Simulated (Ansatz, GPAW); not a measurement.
# 2H-NbSTe 3 layers, 2H (AA') in an electric field, part 2 of 3

How does 2H-NbSTe 3 layers, 2H (AA') screen a perpendicular field?

GPAW 26.7.0 and Ansatz 0.2.0; Ansatz plane waves; layer without images along its normal, relaxation of atoms and in-plane cell, with D3(BJ) dispersion (the session's first sound run).

So far. Step 2 (Relaxing the atoms): The relaxation lowered the energy of the cell by 0.571 eV.

## 3. Plane waves, PBE

With the geometry fixed, the planar mean of the potential gives the vacuum level on each side.

This step: GPAW, PAW setups; slab in vacuum (GPAW 26.7.0).

The cell differs from the one that the last finished run ended in (c 56.974 → 34.225 Å).

run.py reads:

```python
import json
import numpy as np
from ase import Atoms
from gpaw import GPAW, PW

slab = Atoms(
    ['Te', 'Nb', 'S', 'Te', 'Nb', 'S', 'Te', 'Nb', 'S'],
    positions=[
        [-0.00000, 2.00615, 9.00000],
        [0.00000, -0.00000, 10.95934],
        [-0.00000, 2.00615, 12.38853],
        [0.00000, -0.00000, 15.41813],
        [-0.00000, 2.00615, 17.38008],
        [0.00000, -0.00000, 18.80788],
        [-0.00000, 2.00615, 21.83557],
        [0.00000, -0.00000, 23.80761],
        [-0.00000, 2.00615, 25.22471]],
    cell=[[3.47475, 0.0, 0.0], [-1.73738, 3.00922, -0.0], [0.0, -0.0, 34.2247]],
    pbc=[True, True, False])

slab.calc = GPAW(mode=PW(400), xc='PBE', kpts={'size': (9, 9, 1), 'gamma': True},
                 occupations={'name': 'fermi-dirac', 'width': 0.05}, nbands='160%',
                 convergence={'density': 1e-05}, maxiter=200,
                 poissonsolver={'dipolelayer': 'xy'},
                 symmetry={'tolerance': 1e-3}, txt='slab.txt')
result = {}
energy = slab.get_potential_energy()
fermi = slab.calc.get_fermi_level()
v = slab.calc.get_electrostatic_potential().mean((0, 1)) - fermi
n = slab.calc.get_pseudo_density().mean((0, 1))
L = slab.cell[2, 2]
z = np.arange(len(v)) * L / len(v)
low, high = slab.positions[:, 2].min(), slab.positions[:, 2].max()
below, above = np.interp([low - 6.8, high + 6.8], z, v)
slopes = [np.interp(x, z, np.gradient(v, z)) for x in (low - 6.8, high + 6.8)]
eps = np.array([[slab.calc.get_eigenvalues(k, s) for k in range(len(slab.calc.get_ibz_k_points()))]
                for s in range(slab.calc.get_number_of_spins())]) - fermi
top, bottom = eps[eps < 0].max(), eps[eps > 0].min()
dipole = slab.get_dipole_moment()[2]
print(f'energy {energy:.4f} eV, Fermi level {fermi:.4f} eV, dipole {dipole:.5f} e A')
print(f'potential 6.8 A off the faces, from the Fermi level: lower {below:.4f} eV, upper {above:.4f} eV')
print(f'slope of the potential there: lower {slopes[0]:.5f}, upper {slopes[1]:.5f} eV/A')
print(f'nearest levels on the mesh: {top:.4f} and {bottom:.4f} eV')
print('magnetic moment', round(slab.get_magnetic_moment(), 3))
result.update(energy=energy, fermi=fermi, dipole=dipole, below=below, above=above, slopes=slopes, edges=[top, bottom],
              z=z.tolist(), v=v.tolist(), n=n.tolist(), positions=slab.positions.tolist(),
              forces=slab.get_forces(apply_constraint=False).tolist(), moments=slab.get_magnetic_moments().tolist())
json.dump(result, open('result.json', 'w'))
```

Command:

```
$ OMP_NUM_THREADS=1 OPENBLAS_NUM_THREADS=1 python run.py
```

Log:

```text
energy -59.4465 eV, Fermi level 2.0027 eV, dipole -0.03668 e A
potential 6.8 A off the faces, from the Fermi level: lower 4.9048 eV, upper 5.5142 eV
slope of the potential there: lower 0.00007, upper -0.00008 eV/A
nearest levels on the mesh: -0.0038 and 0.0262 eV
magnetic moment 0.0
```

Run time: 4.3 min. Hardware: 1 thread of Intel Xeon Platinum 8488C (Sapphire Rapids), shared host; peak memory 0.32 GiB.

This step gave:

```
dipole along the normal                    : -0.03668 e·Å
levels nearest the Fermi level on the mesh : -0.003791, 0.02624 eV from the Fermi level
upper work function                        : 5.514 eV
lower work function                        : 4.905 eV
```

The electrostatic potential energy of an electron (without an applied field's), less the Fermi level, planar mean oscillates, so the rows of the table below give means over windows of 1.93 Å about each position, cut where the curve ends. Its maxima inside the range that stand out by 2 % of the span (Å: eV): 9.9: -3.23, 11.8: -6.68, 13.7: 4.07, 16.4: -3.20, 18.2: -6.70, 20.1: 4.06, 22.8: -3.15, 24.6: -6.87. Its minima: 9.0: -21.4, 10.9: -18.3, 12.4: -15.4, 15.4: -21.3, 17.4: -18.3, 18.8: -15.4, 21.8: -21.4, 23.9: -18.4, 25.2: -15.4.

Table of electrostatic potential energy of an electron (without an applied field's), less the Fermi level, planar mean by z; means over each step:

z (Å), electrostatic potential energy of an electron (without an applied field's), less the Fermi level, planar mean (eV) and a bar from the least value:
```
     0.96        4.9 #############################
     2.90        4.9 #############################
     4.83        4.9 #############################
     6.76        4.5 ############################
     8.69       -9.9 ####
    10.62      -10.3 ###
    12.55       -6.3 ##########
    14.48       -3.9 ##############
    16.41      -10.6 ###
    18.34      -11.3 #
    20.27        1.4 #######################
    22.20      -11.2 ##
    24.13      -12.1 
    26.06       -1.3 ##################
    27.99        5.5 ##############################
    29.92        5.5 ##############################
    31.85        5.5 ##############################
    33.78        5.5 ##############################
```

The pseudo valence density, planar mean oscillates, so the rows of the table below give means over windows of 1 Å about each position, cut where the curve ends. Its maxima inside the range that stand out by 2 % of the span (Å: e/Å³): 8.6: 0.302, 9.6: 0.367, 10.9: 1.15, 15.0: 0.302, 16.0: 0.366, 17.3: 1.14, 21.4: 0.302, 22.5: 0.365, 23.7: 1.14. Its minima: 9.0: 0.105, 10.1: 0.321, 13.9: 0.0631, 15.4: 0.105, 16.5: 0.320, 20.3: 0.0632, 21.8: 0.104, 22.9: 0.315.

Pseudo valence density, planar mean against z; means over each step:

| z (Å) | pseudo valence density, planar mean (e/Å³) |
| --- | --- |
| 5 | 5.6e-5 |
| 6 | 9.5e-4 |
| 7 | 0.0155 |
| 8 | 0.168 |
| 9 | 0.223 |
| 10 | 0.377 |
| 11 | 0.890 |
| 12 | 0.451 |
| 13 | 0.248 |
| 14 | 0.0955 |
| 15 | 0.223 |
| 16 | 0.304 |
| 17 | 0.722 |
| 18 | 0.631 |
| 19 | 0.351 |
| 20 | 0.105 |
| 21 | 0.204 |
| 22 | 0.236 |
| 23 | 0.427 |
| 24 | 0.869 |
| 25 | 0.422 |
| 26 | 0.194 |
| 27 | 0.0137 |
| 28 | 5.6e-4 |
| 29 | 2.3e-5 |

Force by atom:

| atom | x (eV/Å) | y (eV/Å) | z (eV/Å) | size |
| --- | --- | --- | --- | --- |
| Te1 | 0.000 | 0.000 | -0.076 | 0.076 |
| Nb2 | 0.000 | 0.000 | -0.107 | 0.107 |
| S3 | 0.000 | 0.000 | -0.046 | 0.046 |
| Te4 | 0.000 | 0.000 | 0.083 | 0.083 |
| Nb5 | 0.000 | 0.000 | -0.051 | 0.051 |
| S6 | 0.000 | 0.000 | -0.033 | 0.033 |
| Te7 | 0.000 | 0.000 | 0.111 | 0.111 |
| Nb8 | 0.000 | 0.000 | 0.046 | 0.046 |
| S9 | 0.000 | 0.000 | 0.071 | 0.071 |

The potential is flat to 7.6e-5 eV/Å where it is read, so the vacuum is wide enough. The geometry is the other program's minimum (found with a dispersion term); here the largest force on a free atom is 0.11 eV/Å.

## 4. In a field

A uniform field along the normal polarises the slab; the atoms stay fixed, so this is the electronic response alone.

Changes to run.py since step 3:

```diff
@@ -4,2 +4,3 @@
 from gpaw import GPAW, PW
+from gpaw.external import ConstantElectricField
 
@@ -24,2 +25,3 @@
                  poissonsolver={'dipolelayer': 'xy'},
+                 external=ConstantElectricField(-0.2, [0, 0, 1]),
                  symmetry={'tolerance': 1e-3}, txt='slab.txt')
```

Log:

```text
energy -59.4749 eV, Fermi level 2.0165 eV, dipole -0.24926 e A
potential 6.8 A off the faces, from the Fermi level: lower 3.0201 eV, upper 7.3338 eV
slope of the potential there: lower 0.00008, upper -0.00007 eV/A
nearest levels on the mesh: -0.0038 and 0.0269 eV
magnetic moment 0.0
```

Elapsed: 11 min, on 1 thread; peak memory 0.63 GiB.

This step gave:

- dipole along the normal: -0.2493 e·Å
- levels nearest the Fermi level on the mesh: -0.003754, 0.02686 eV from the Fermi level
- potential below the slab, the applied field's own ramp left out: 3.020 eV from the Fermi level
- potential above the slab, the applied field's own ramp left out: 7.334 eV from the Fermi level

The electrostatic potential energy of an electron (without an applied field's), less the Fermi level, planar mean oscillates, so the rows of the table below give means over windows of 1.93 Å about each position, cut where the curve ends. Its maxima inside the range that stand out by 2 % of the span (Å: eV): 9.9: -4.66, 11.8: -7.75, 13.7: 3.39, 16.4: -3.35, 18.2: -6.48, 20.1: 4.66, 22.8: -2.01, 24.6: -5.38, 29.6: 7.33. Its minima: 9.0: -23.0, 10.9: -19.6, 12.4: -16.4, 15.4: -21.7, 17.4: -18.3, 18.8: -15.1, 21.8: -20.4, 23.9: -17.0, 25.2: -13.8.

Table of electrostatic potential energy of an electron (without an applied field's), less the Fermi level, planar mean by z; means over each step:

| z (Å) | electrostatic potential energy of an electron (without an applied field's), less the Fermi level, planar mean (eV) |
| --- | --- |
| 0.96 | 3.23 |
| 2.90 | 3.02 |
| 4.83 | 3.02 |
| 6.76 | 2.67 |
| 8.69 | -11.6 |
| 10.62 | -11.6 |
| 12.55 | -7.22 |
| 14.48 | -4.41 |
| 16.41 | -10.7 |
| 18.34 | -11.0 |
| 20.27 | 2.06 |
| 22.20 | -10.2 |
| 24.13 | -10.7 |
| 26.06 | 0.432 |
| 27.99 | 7.31 |
| 29.92 | 7.33 |
| 31.85 | 7.33 |
| 33.78 | 7.17 |

Force by atom:

| atom | x (eV/Å) | y (eV/Å) | z (eV/Å) | size |
| --- | --- | --- | --- | --- |
| Te1 | 0.000 | 0.000 | -0.095 | 0.095 |
| Nb2 | 0.000 | 0.000 | -0.092 | 0.092 |
| S3 | 0.000 | 0.000 | -0.043 | 0.043 |
| Te4 | 0.000 | 0.000 | 0.083 | 0.083 |
| Nb5 | 0.000 | 0.000 | -0.049 | 0.049 |
| S6 | 0.000 | 0.000 | -0.033 | 0.033 |
| Te7 | 0.000 | 0.000 | 0.122 | 0.122 |
| Nb8 | 0.000 | 0.000 | 0.016 | 0.016 |
| S9 | 0.000 | 0.000 | 0.093 | 0.093 |

The dipole is now -0.249 e Å, against -0.037 in the run without a field.

## 5. In a field

Changes to run.py since step 4:

```diff
@@ -25,3 +25,3 @@
                  poissonsolver={'dipolelayer': 'xy'},
-                 external=ConstantElectricField(-0.2, [0, 0, 1]),
+                 external=ConstantElectricField(-0.1, [0, 0, 1]),
                  symmetry={'tolerance': 1e-3}, txt='slab.txt')
```

Log:

```text
energy -59.4554 eV, Fermi level 2.0099 eV, dipole -0.14225 e A
potential 6.8 A off the faces, from the Fermi level: lower 3.9617 eV, upper 6.4234 eV
slope of the potential there: lower 0.00008, upper -0.00007 eV/A
nearest levels on the mesh: -0.0037 and 0.0266 eV
magnetic moment 0.0
```

Wall time 9.9 min (1 thread); peak memory 0.62 GiB.

This step gave:

```yaml
dipole_along_the_normal: -0.1423 e·Å
levels_nearest_the_fermi_level_on_the_mesh: -0.003725, 0.02656 eV from the Fermi level
potential_below_the_slab_the_applied_field_s_own_ramp_left_out: 3.962 eV from the Fermi level
potential_above_the_slab_the_applied_field_s_own_ramp_left_out: 6.423 eV from the Fermi level
```

The electrostatic potential energy of an electron (without an applied field's), less the Fermi level, planar mean oscillates, so the rows of the table below give means over windows of 1.93 Å about each position, cut where the curve ends. Its maxima inside the range that stand out by 2 % of the span (Å: eV): 9.9: -3.94, 11.8: -7.22, 13.7: 3.73, 16.4: -3.27, 18.2: -6.59, 20.1: 4.36, 22.8: -2.58, 24.6: -6.12, 29.6: 6.42. Its minima: 9.0: -22.2, 10.9: -18.9, 12.4: -15.9, 15.4: -21.5, 17.4: -18.3, 18.8: -15.3, 21.8: -20.9, 23.9: -17.7, 25.2: -14.6.

The electrostatic potential energy of an electron (without an applied field's), less the Fermi level, planar mean by z; means over each step:

z (Å), electrostatic potential energy of an electron (without an applied field's), less the Fermi level, planar mean (eV) and a bar from the least value:
```
     0.96        4.1 ##########################
     2.90        4.0 ##########################
     4.83        4.0 ##########################
     6.76        3.6 #########################
     8.69      -10.7 #
    10.62      -11.0 #
    12.55       -6.8 ########
    14.48       -4.1 ############
    16.41      -10.7 #
    18.34      -11.2 
    20.27        1.7 ######################
    22.20      -10.7 #
    24.13      -11.4 
    26.06       -0.4 ##################
    27.99        6.4 ##############################
    29.92        6.4 ##############################
    31.85        6.4 ##############################
    33.78        6.3 ##############################
```

Force by atom:

| atom | x (eV/Å) | y (eV/Å) | z (eV/Å) | size |
| --- | --- | --- | --- | --- |
| Te1 | 0.000 | 0.000 | -0.085 | 0.085 |
| Nb2 | 0.000 | 0.000 | -0.100 | 0.100 |
| S3 | 0.000 | 0.000 | -0.044 | 0.044 |
| Te4 | 0.000 | 0.000 | 0.083 | 0.083 |
| Nb5 | 0.000 | 0.000 | -0.050 | 0.050 |
| S6 | 0.000 | 0.000 | -0.033 | 0.033 |
| Te7 | 0.000 | 0.000 | 0.116 | 0.116 |
| Nb8 | 0.000 | 0.000 | 0.030 | 0.030 |
| S9 | 0.000 | 0.000 | 0.082 | 0.082 |

The dipole is now -0.142 e Å, against -0.037 in the run without a field.

## 6. In a field

Changes to run.py since step 5:

```diff
@@ -25,3 +25,3 @@
                  poissonsolver={'dipolelayer': 'xy'},
-                 external=ConstantElectricField(-0.1, [0, 0, 1]),
+                 external=ConstantElectricField(-0.05, [0, 0, 1]),
                  symmetry={'tolerance': 1e-3}, txt='slab.txt')
```

Log:

```text
energy -59.4496 eV, Fermi level 2.0063 eV, dipole -0.08876 e A
potential 6.8 A off the faces, from the Fermi level: lower 4.4328 eV, upper 5.9688 eV
slope of the potential there: lower 0.00007, upper -0.00007 eV/A
nearest levels on the mesh: -0.0038 and 0.0264 eV
magnetic moment 0.0
```

It took 13 min on 1 thread; peak memory 0.63 GiB.

The electrostatic potential energy of an electron (without an applied field's), less the Fermi level, planar mean oscillates, so the rows of the table below give means over windows of 1.93 Å about each position, cut where the curve ends. Its maxima inside the range that stand out by 2 % of the span (Å: eV): 9.9: -3.59, 11.8: -6.95, 13.7: 3.90, 16.4: -3.23, 18.2: -6.65, 20.1: 4.21, 22.8: -2.86, 24.6: -6.50. Its minima: 9.0: -21.8, 10.9: -18.6, 12.4: -15.6, 15.4: -21.4, 17.4: -18.3, 18.8: -15.3, 21.8: -21.1, 23.9: -18.1, 25.2: -15.0.

The electrostatic potential energy of an electron (without an applied field's), less the Fermi level, planar mean by z; means over each step:

| z (Å) | electrostatic potential energy of an electron (without an applied field's), less the Fermi level, planar mean (eV) |
| --- | --- |
| 0.96 | 4.51 |
| 2.90 | 4.43 |
| 4.83 | 4.43 |
| 6.76 | 4.07 |
| 8.69 | -10.3 |
| 10.62 | -10.7 |
| 12.55 | -6.53 |
| 14.48 | -4.01 |
| 16.41 | -10.6 |
| 18.34 | -11.2 |
| 20.27 | 1.59 |
| 22.20 | -10.9 |
| 24.13 | -11.7 |
| 26.06 | -0.866 |
| 27.99 | 5.95 |
| 29.92 | 5.97 |
| 31.85 | 5.97 |
| 33.78 | 5.91 |

## 7. In a field

Changes to run.py since step 6:

```diff
@@ -25,3 +25,3 @@
                  poissonsolver={'dipolelayer': 'xy'},
-                 external=ConstantElectricField(-0.05, [0, 0, 1]),
+                 external=ConstantElectricField(0.05, [0, 0, 1]),
                  symmetry={'tolerance': 1e-3}, txt='slab.txt')
```

Log:

```text
energy -59.4461 eV, Fermi level 1.9989 eV, dipole 0.01830 e A
potential 6.8 A off the faces, from the Fermi level: lower 5.3768 eV, upper 5.0601 eV
slope of the potential there: lower 0.00007, upper -0.00008 eV/A
nearest levels on the mesh: -0.0038 and 0.0261 eV
magnetic moment 0.0
```

The job ended after 10 min (1 thread; peak memory 0.62 GiB).

The electrostatic potential energy of an electron (without an applied field's), less the Fermi level, planar mean oscillates, so the rows of the table below give means over windows of 1.93 Å about each position, cut where the curve ends. Its maxima inside the range that stand out by 2 % of the span (Å: eV): 9.9: -2.87, 11.8: -6.41, 13.7: 4.24, 16.4: -3.16, 18.2: -6.75, 20.1: 3.91, 22.8: -3.43, 24.6: -7.25. Its minima: 9.0: -21.0, 10.9: -18.0, 12.4: -15.2, 15.4: -21.3, 17.4: -18.3, 18.8: -15.5, 21.8: -21.6, 23.9: -18.7, 25.2: -15.8.

Electrostatic potential energy of an electron (without an applied field's), less the Fermi level, planar mean against z; means over each step:

| z (Å) | electrostatic potential energy of an electron (without an applied field's), less the Fermi level, planar mean (eV) |
| --- | --- |
| 0.96 | 5.36 |
| 2.90 | 5.38 |
| 4.83 | 5.38 |
| 6.76 | 5.01 |
| 8.69 | -9.48 |
| 10.62 | -10.0 |
| 12.55 | -6.08 |
| 14.48 | -3.75 |
| 16.41 | -10.5 |
| 18.34 | -11.4 |
| 20.27 | 1.27 |
| 22.20 | -11.4 |
| 24.13 | -12.4 |
| 26.06 | -1.73 |
| 27.99 | 5.04 |
| 29.92 | 5.06 |
| 31.85 | 5.06 |
| 33.78 | 5.07 |

## 8. Field on

Changes to run.py since step 7:

```diff
@@ -25,3 +25,3 @@
                  poissonsolver={'dipolelayer': 'xy'},
-                 external=ConstantElectricField(0.05, [0, 0, 1]),
+                 external=ConstantElectricField(0.1, [0, 0, 1]),
                  symmetry={'tolerance': 1e-3}, txt='slab.txt')
```

Log:

```text
energy -59.4483 eV, Fermi level 1.9949 eV, dipole 0.07185 e A
potential 6.8 A off the faces, from the Fermi level: lower 5.8494 eV, upper 4.6060 eV
slope of the potential there: lower 0.00007, upper -0.00008 eV/A
nearest levels on the mesh: -0.0038 and 0.0259 eV
magnetic moment 0.0
```

Wall time 15 min (1 thread); peak memory 0.63 GiB.

The electrostatic potential energy of an electron (without an applied field's), less the Fermi level, planar mean oscillates, so the rows of the table below give means over windows of 1.93 Å about each position, cut where the curve ends. Its maxima inside the range that stand out by 2 % of the span (Å: eV): 4.0: 5.85, 9.9: -2.52, 11.8: -6.14, 13.7: 4.42, 16.4: -3.12, 18.2: -6.81, 20.1: 3.76, 22.8: -3.72, 24.6: -7.62. Its minima: 9.0: -20.6, 10.9: -17.7, 12.4: -14.9, 15.4: -21.2, 17.4: -18.3, 18.8: -15.6, 21.8: -21.8, 23.9: -19.1, 25.2: -16.3.

Electrostatic potential energy of an electron (without an applied field's), less the Fermi level, planar mean against z; means over each step:

z (Å), electrostatic potential energy of an electron (without an applied field's), less the Fermi level, planar mean (eV) and a bar from the least value:
```
     0.96        5.8 ##############################
     2.90        5.8 ##############################
     4.83        5.8 ##############################
     6.76        5.5 #############################
     8.69       -9.1 ######
    10.62       -9.7 #####
    12.55       -5.8 ###########
    14.48       -3.6 ###############
    16.41      -10.5 ####
    18.34      -11.4 ##
    20.27        1.1 ######################
    22.20      -11.7 ##
    24.13      -12.8 
    26.06       -2.2 #################
    27.99        4.6 ############################
    29.92        4.6 ############################
    31.85        4.6 ############################
    33.78        4.7 ############################
```

The dipole is now 0.0718 e Å, against -0.037 in the run without a field.

(Part 2 of 3 ends here.)

[Logs are printed without paths, hosts, clocks, repeated set-up lines and the standing remarks that a program may print on its own settings, such as how far it seeks lower states.]

[Hosts, paths, dates, database ids (printed as entryN), source tags and the programs' standing remarks are cut or masked in the printed files.]
